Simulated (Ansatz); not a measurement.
# What LiMgF3 (model cell, started as cubic perovskite with Mg in the octahedra) distorts into, part 3 of 3

Which phase does LiMgF3 (model cell, started as cubic perovskite with Mg in the octahedra) fall into along its unstable mode, and how much energy does it gain?

Ansatz 0.2.0; DFT PBEsol, scalar-relativistic, plane waves, PAW; PAW set soft_1.

So far. Step 5 (Energy along the mode, all amplitudes (two of the runs …): The lowest of the steps tried is the last one, at 0.6 Å, 48.5 meV/atom below the parent; the bottom of the well need not coincide with a step. Step 7 (The new phase in its own primitive cell): The largest force component left is 0.079 meV/Å and the pressure is 0.000 GPa, within the tolerances set. The cell now holds 12.22 Å³/atom. The relaxed cell has a = 5.479, c = 7.051 Å (conventional setting).

The structure was built from a prototype and need not be the compound's stable phase.

## (8) Modes of the new phase, k-mesh 6×6×6

A relaxed structure may still be a saddle point, so its zone-centre modes are computed. The response to a homogeneous field gives the Born charges and the dielectric tensor.

Input file input.yaml:

```yaml
crystal:
  lattice:
    - [2.7395749918, 1.581694359, 2.3502848342]
    - [-2.7395749918, 1.581694359, 2.3502848342]
    - [0.0, -3.163388718, 2.3502848342]
  atoms:
    - { symbol: Li, position: [0.1368885733, 0.1368885733, 0.1368885733] }
    - { symbol: Mg, position: [0.5004068269, 0.5004068269, 0.5004068269] }
    - { symbol: F, position: [0.4635210134, 0.9916755627, 0.4635210134] }
    - { symbol: F, position: [0.9916755627, 0.4635210134, 0.4635210134] }
    - { symbol: F, position: [0.4635210134, 0.4635210134, 0.9916755627] }
kpoints:
  mp_grid: { grid: [6, 6, 6] }
hamiltonian:
  xc: pbesol
  pseudopotentials: { kind: paw, azcp: { folder: soft_1 }, xc_functional: pbe }
scf:
  occupations: { method: fixed }
output:
  eigenvalues: true
phonons:
  method: dfpt
  dielectric: true
  rigid_motions: translations
```

The run is started by

```bash
> ansatz run input.yaml --threads 8 --pin off --max-ram 16384MiB --backend cpu --events-out ev --progress --plain --runs-dir out
```

Numbers of over 12 decimals in the logs are rounded to 6 here.

Log:

```text
[...]
Crystal: 5 atoms, lattice volume = 61.105 Å³
Basis set: ecut = 420 eV, 1201 PW (Γ), exchange–correlation on 54×54×54 points (8 copies of the dense FFT grid, shifted against one another)
Bands: 22, of which v1, the nominal top of the filled ones, is band 17 counted from 1 (16 counted from 0)
Symmetry: 6 space group operations
k-points: 112 of 216 (irreducible under 1 space group operation, time reversal used)
[...]
SCF iter   1: F=—  HF=-4525.233069 eV  |F-HF|=—  |Δ(HF+E_count)|=         —  Δρ=9.89e-2  dr2=4.27e0  ethr=3.10e-3  ⟨swp⟩=4.9  Hψ=10895  notcnv=0  defer=326
[...]
SCF iter  10: F=-4523.857988 eV  HF=-4523.857988 eV  |F-HF|=2.33e-10  |Δ(HF+E_count)|=   1.05e-8  Δρ=3.04e-7  dr2=4.65e-11  ethr=1.00e-12  ⟨swp⟩=13.0  Hψ=17683  notcnv=0
SCF 1 converged in 10 iterations: F = -4523.857988 eV  dr2 = 4.65e-11
[...]
NSCF: frozen V_eff on 6 k-points
DFPT response loops at Γ: preconditioner auto → none (the input reference at scf.mixing.eps_inf says where Resta's filter doesn't serve); β = 0.50; Broyden in place of MSR1
SCF converged after 10 iterations
Free energy (F): -4523.857988 eV
[...]
Internal energy: -4523.857988 eV  (E = F + TS)
E sigma→0 (E₀):  -4523.857988 eV
Fermi energy:    0.261931 eV
[...]
--- Band table (eV; the first three rows and the last of 112) ---
  k-point 0: bands = [... 13 lower, -0.4768, -0.2614, -0.2455, -0.2455, 6.4598, 12.5170, 13.0589, 13.0589, ... 1 higher]
  k-point 1: bands = [... 13 lower, -0.6318, -0.3711, -0.3496, -0.2539, 6.8408, 12.0877, 13.0769, 13.2709, ... 1 higher]
  k-point 2: bands = [... 13 lower, -0.9210, -0.5449, -0.4612, -0.2616, 7.7998, 10.7468, 13.6485, 13.8572, ... 1 higher]
  k-point 111: bands = [... 13 lower, -0.9794, 0.0126, 0.0126, 0.2619, 9.7730, 12.7215, 12.7215, 12.9261, ... 1 higher]
--- Phonons (Γ-DFPT): 6 representative perturbations + reference, on 112 of 216 k-points (Σ response iterations 20) ---
  k mesh reduced under 1 symmetry operation, with k and −k counted as one. Each operation leaves every solved perturbation unchanged. A smaller set is not considered because the run solves the response to a homogeneous field
  ASR residual: 3.346e-4 → 0.000e0 eV/Å²; symmetrization residual: 9.758e-6 eV/Å²
  ASR residual per site (eV/Å²): 6.61e-5 1.20e-4 2.72e-4 2.72e-4 3.35e-4
[...]
ε∞ (high-frequency dielectric tensor):
        1.875870     0.000000     0.000000
        0.000000     1.875870     0.000000
        0.000000     0.000000     1.874882
  ε⁰ (static dielectric tensor: ions relaxed, cell fixed):
        7.067407     0.000000     0.000000
        0.000000     7.067407     0.000000
        0.000000     0.000000     4.706836
  ε⁰ − ε∞ (ionic part):
        5.191536     0.000000     0.000000
        0.000000     5.191536     0.000000
        0.000000     0.000000     2.831953
  softest optical mode at Γ: 106.23 cm⁻¹; the repairs (sum rule, projections) moved no ω² at Γ by more than (3.52 cm⁻¹)²
  Born effective charges Z* (e; rows j = field, columns β = displacement):
    site 0:
         1.07288    0.00000    0.00000
         0.00000    1.07288   -0.00000
         0.00000    0.00000    1.02825
    site 1:
         1.91135    0.00000    0.00000
         0.00000    1.91135   -0.00000
         0.00000    0.00000    1.97351
    site 2:
        -1.08183    0.15084    0.16273
         0.15084   -0.90765   -0.09395
         0.15005   -0.08663   -1.00059
    site 3:
        -1.08183   -0.15084   -0.16273
        -0.15084   -0.90765   -0.09395
        -0.15005   -0.08663   -1.00059
    site 4:
        -0.82056   -0.00000   -0.00000
        -0.00000   -1.16892    0.18790
        -0.00000    0.17326   -1.00059
  Z* charge neutrality: 2.258e-5 e pre-enforcement
  k-mesh period / interband length: 23.6 Å / 0.82 Å = 28.76 at k = (0.0000, 0.0000, 0.0000), direct gap 6.705 eV — 14 or more, which is no proof of convergence
  optical modes at Γ without the LO–TO term, one row a degenerate level:
      ω (cm⁻¹)  modes    IR ((D/Å)²/amu)
        106.23      1             0.0000
        156.12      2             3.3981
        269.68      2             7.1360
        316.26      2             2.1396
        320.45      1             5.0127
        398.58      1             3.9950
        495.76      2             9.4743
        522.89      1             1.9607
  optical modes at Γ + LO–TO along q̂ = [1.0000, 0.0000, 0.0000]:
      ω (cm⁻¹)  modes    IR ((D/Å)²/amu)
        106.23      1             0.0000
        156.12      1             1.6990
        183.40      1             0.1284
        269.68      1             3.5680
        302.84      1             0.1113
        316.26      1             1.0698
        320.45      1             5.0127
        371.54      1             1.3649
[...]
optical modes at Γ + LO–TO along q̂ = [0.0000, 1.0000, 0.0000]:
      ω (cm⁻¹)  modes    IR ((D/Å)²/amu)
[...]
398.58      1             3.9950
        495.76      1             4.7371
        522.89      1             1.9607
        620.94      1             9.4694
  optical modes at Γ + LO–TO along q̂ = [0.0000, 0.0000, 1.0000]:
      ω (cm⁻¹)  modes    IR ((D/Å)²/amu)
        106.23      1             0.0000
        156.12      2             3.3981
        269.68      2             7.1360
        316.26      2             2.1396
        357.93      1             0.2390
        477.94      1             1.3664
        495.76      2             9.4743
        618.56      1             9.3630
```

It took 12 s on 8 threads of INTEL XEON PLATINUM 8581C at 2.30GHz (Emerald Rapids), shared host; peak memory 0.86 GiB; 82 s of CPU time.

This step gave:

```
sum-rule residual before enforcement                    : 3.35e-4 eV/Å²
miss of the charge sum rule                             : 2.26e-5 e
point group                                             : 3m
highest optical mode at the zone centre (no LO-TO term) : 522.9 cm⁻¹
lowest optical zone-centre mode                         : 106.2 cm⁻¹
mean high-frequency dielectric constant                 : 1.876
largest Born charge (third of the trace)                : 1.932 e
mean static dielectric constant                         : 6.281
top of the zone-centre spectrum with the field          : 620.9 cm⁻¹
```

Without the LO-TO term. Patterns of degenerate modes are one choice out of their space. Modes at Γ, with each element's share of the kinetic energy:

```
mode  frequency (cm⁻¹)  symmetry  Li %  Mg %  F %
   1               0.0  acoustic     8    28   65
   2               0.0  acoustic     8    28   65
   3               0.0  acoustic     8    28   65
   4             106.2        A2     0     0  100
   5             156.1         E    25     0   75
   6             156.1         E    25     0   75
   7             269.7         E     4    28   68
   8             269.7         E     4    28   68
   9             316.3         E    63    13   24
  10             316.3         E    63    13   24
  11             320.4        A1     1    46   53
  12             398.6        A1    88     2   10
  13             495.8         E     0    31   69
  14             495.8         E     0    31   69
  15             522.9        A1     3    25   72
```

Displacements in mode 4 (106.2 cm⁻¹), the largest set to 1:
```
Li1  0.00  0.00  0.00
Mg2  0.00  0.00  0.00
F3  -0.50 -0.87  0.00
F4  -0.50  0.87  0.00
F5   1.00  0.00  0.00
```

Displacements in mode 6 (156.1 cm⁻¹), the largest set to 1:
```
Li1  1.00 -0.35  0.00
Mg2  0.02 -0.01  0.00
F3   0.23 -0.27  0.56
F4  -0.04  0.51 -0.37
F5  -0.58 -0.11 -0.19
```

Optical modes at the zone centre, without and with the macroscopic field of the longitudinal modes; each column is sorted by frequency, so a row need not hold one and the same mode. Modes with and without the field, by row:

```csv
rank among optical modes,no field (cm⁻¹),"q along (1, 0, 0) (cm⁻¹)","q along (0, 0, 1) (cm⁻¹)"
1,106.2,106.2,106.2
2,156.1,156.1,156.1
3,156.1,183.4,156.1
4,269.7,269.7,269.7
5,269.7,302.8,269.7
6,316.3,316.3,316.3
7,316.3,320.4,316.3
8,320.4,371.5,357.9
9,398.6,398.6,477.9
10,495.8,495.8,495.8
11,495.8,522.9,495.8
12,522.9,620.9,618.6
```

Born charge (rows field, columns displacement) (e), principal values of the symmetric part by kind of site:

```
atom  atoms with these values    low  middle   high   mean
 Li1                        1   1.03    1.07   1.07   1.06
 Mg2                        1   1.91    1.91   1.97   1.93
  F3                        3  -1.28   -0.89  -0.82  -1.00
```

In full for F3:

```
-1.08  0.15  0.16
 0.15 -0.91 -0.09
 0.15 -0.09 -1.00
```

High-frequency dielectric tensor:

```
1.88 0.00 0.00
0.00 1.88 0.00
0.00 0.00 1.87
```

Static dielectric tensor (ions relaxed, fixed cell):

```
7.07 0.00 0.00
0.00 7.07 0.00
0.00 0.00 4.71
```

Transverse modes. Infrared lines, with heights relative to the strongest:

| position (cm⁻¹) | label | relative intensity |
| --- | --- | --- |
| 106 | A2 | 0.0 |
| 156 | E | 36 |
| 270 | E | 75 |
| 316 | E | 23 |
| 320 | A1 | 53 |
| 399 | A1 | 42 |
| 496 | E | 100 |
| 523 | A1 | 21 |

Before it was imposed, the acoustic sum rule was missed by 3.3e-4 eV/Å² and the charge sum rule by 2.3e-5 e. Small misses are needed for a sound result but don't prove that mesh and cutoff are converged. The lowest optical mode is real, 106 cm⁻¹.

## (9) What came out

```yaml
unstable_mode_of_the_parent: q = (0, 0, 0), 228i cm⁻¹
depth_at_the_lowest_point_sampled: 48.5 meV/atom
largest_atomic_shift_at_that_point: 0.6 Å
space_group_reached_within_0p01_a: R3m
energy_gained_over_the_parent_first_relaxation_on_the_mesh_of_the_frozen_mode: 83.6 meV/atom
volume_per_atom_phase_reached: 12.2 Å³
gap_on_the_k_mesh_phase_reached: 6.20 eV
lowest_optical_zone_centre_mode_phase_reached: 106 cm⁻¹
highest_optical_mode_at_the_zone_centre_no_lo_to_term_phase_reached: 523 cm⁻¹
```

In words: Along this mode the structure falls into R3m, 83.6 meV/atom below the parent. At the parent's cell the well is 48.47 meV/atom deep on the steps tried, with its lowest point at a shift of 0.6 Å. That is the last step tried, so the steps alone don't bracket the bottom of the well. Relaxing atoms and cell changes the gain by +35.14 meV/atom against the lowest step (energies at zero smearing). The new phase has no imaginary mode at the zone centre of its cell; other wavevectors were not checked. Of the 4 patterns followed to their end from this parent, this one reaches the lowest energy. Each path keeps the symmetry of its pattern, so a lower phase may lie along a pattern not tried. The PAW files were made for PBE and serve the other functionals too. The starting cell was built on a prototype and not taken from a measurement, so the phase need not exist.

[Logs are printed without paths, hosts, clocks, repeated set-up lines and the standing remarks that a program may print on its own settings, such as how far it seeks lower states.]

[Hosts, paths, dates, database ids (printed as entryN), source tags and the programs' standing remarks are cut or masked in the printed files.]
